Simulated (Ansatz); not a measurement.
# Elastic response of rock-salt LiH, size series (64 atoms): runs compared

Aim: relax rock-salt LiH, size series (64 atoms), then change its volume and shape to read moduli from the stress.

Computed with Ansatz 0.2.0: Kohn-Sham DFT, PBE, PAW (set soft_2), plane waves.

## 1. The cell as built

The cell holds 64 atoms: 32 Li and 32 H. Its edges and angles: a = 8.166 Å, b = 8.166 Å, c = 8.166 Å, α = 90.0°, β = 90.0°, γ = 90.0°. It derives from LiH (rock-salt), repeated 2×2×2. Rock-salt LiH (a = 4.083 Å), 2 x 2 x 2 conventional cells; ideal positions.

Limits known from the start: The Brillouin zone is sampled at Γ only.

## 2. The reference run

The reference is a single point at the end of the relaxation.

Every strained cell starts from the geometry of this run, and its atoms are relaxed with the cell held.

Its input, with most atom lines left out:

```yaml
crystal:
  lattice:
    - [8.18446, 0.0, 0.0]
    - [0.0, 8.18446, 0.0]
    - [0.0, 0.0, 8.18446]
  atoms:
    - { symbol: Li, position: [0.0, 0.0, 1.0] }
    - { symbol: H, position: [0.25, 0.0, 1.0] }
    - { symbol: Li, position: [0.0, 0.25, 0.25] }
    - { symbol: H, position: [0.25, 0.25, 0.25] }
    - { symbol: Li, position: [0.25, 1.0, 0.25] }
    - { symbol: H, position: [1.0, 0.0, 0.25] }
    - { symbol: Li, position: [0.25, 0.25, 1.0] }
    [... atom lines 8 to 64 left out ...]
kpoints:
  mp_grid: { grid: [1, 1, 1] }
hamiltonian:
  xc: pbe
scf:
  occupations: { method: fixed }
output:
  forces: true
  stress: true
  populations: true
  dos:
    method: { smearing: { sigma: 0.08 } }
    de: 0.1
    projected: { site_lists: { H: [H], Li: [Li] } }
  eigenvalues: true
  write_density: true
  write_potential: true
  volumetric_format: npy
```

```
free energy per atom   : -110.6340 eV/atom
r.m.s. force component : 0 eV/Å
pressure               : -0.03456 GPa
```

Filled and empty levels are parted by 2.96 eV at Γ alone; the mesh holds the band edges only if they fold onto it, so the gap at this level can be narrower or closed, while semilocal functionals tend to narrow gaps against experiment.

## 3. The runs

Each row is one run, on 4 threads of Arm Neoverse V2, shared host. The free energy is the program's total, comparable only between runs with the same functional, potentials and atoms.

```tsv
run	atoms	outcome	ionic steps, all passes	free energy (eV)	time	host memory (GiB)
Single point at the start	64	converged	-	-7080.578	0.97 s	0.46
Cell and atoms relaxed	64	converged	3	-7080.579	2.9 s	0.48
Single point at the relaxed geometry	64	converged	-	-7080.579	1.9 s	0.48
Volume -3 %	64	converged	1	-7080.524	1.9 s	0.49
Volume +3 %	64	converged	1	-7080.524	1.8 s	0.50
Volume -6 %	64	converged	1	-7080.349	1.7 s	0.47
Volume +6 %	64	converged	1	-7080.375	1.8 s	0.50
Volume -10 %	64	converged	1	-7079.906	1.6 s	0.47
Stretched by 1 % along x	64	converged	1	-7080.566	1.7 s	0.49
Compressed by 1 % along x	64	converged	1	-7080.567	1.8 s	0.49
Sheared by 2 % in xy	64	converged	1	-7080.550	1.8 s	0.49
```

In some runs the program notes that the SCF threshold is loose for the stress.

## 4. Pressure against volume

Atoms are relaxed at each volume, in the scaled cell.

```tsv
volume change (%)	volume (Å³/atom)	energy change (meV/atom)	pressure (GPa)	largest move on relaxing (Å)	bonds	gap (eV)
-10	7.710	10.52	4.31	0.00	192	2.88
-6	8.052	3.59	2.33	0.00	192	2.91
-3	8.309	0.85	1.07	0.00	192	2.94
+0	8.566	0.00	-0.03	-	192	2.96
+3	8.823	0.85	-1.00	0.00	192	2.98
+6	9.080	3.19	-1.85	0.00	192	3.00
```

## 5. Uniaxial strain and shear

Stress (GPa, compression positive) less that of the relaxed cell, atoms relaxed:

```tsv
strain	xx	yy	zz	xy	energy change (meV/atom)
stretched by 1 % along x	-0.635	-0.177	-0.177	0.000	0.20
compressed by 1 % along x	0.704	0.187	0.187	0.000	0.18
sheared by 2 % in xy	0.018	0.018	-0.020	-0.818	0.45
```

## 6. Outcome

The bulk modulus, from the slope of pressure against ln V over the three points nearest the relaxed volume, is 34.5 GPa; a quadratic over all points gives a pressure derivative of about 3.6. The gap goes from 2.88 eV at the smallest volume to 3.00 eV at the largest, +0.7 eV per unit of ln V by a straight line, on the run's k-points. In the Cartesian axes of the cell, finite differences give C11 = 66.9, C12 = 18.2, C13 = 18.2 and C66 = 40.9 GPa (the shear of 2 % is the engineering strain, εxy = 0.01). The mean of C11, C12 and C13, which equals the bulk modulus in a cubic or isotropic solid, is 34.4 GPa: it agrees with the bulk modulus within 10 %.

Caveats: Strains are finite and relaxations stop at the force tolerance of the input, which can leave moduli too stiff; they are those of a static cell at zero temperature. Volumes are changed with the cell's shape held, so in an anisotropic solid the modulus lies over the one under free hydrostatic load. The program notes that the SCF threshold of the relaxations is loose for the stress.

The DFT runs together took 20 s of wall time.

[Logs are printed without paths, hosts, clocks, repeated set-up lines and the standing remarks that a program may print on its own settings, such as how far it seeks lower states.]

[Hosts, paths, dates, database ids (printed as entryN), source tags and the programs' standing remarks are cut or masked in the printed files.]
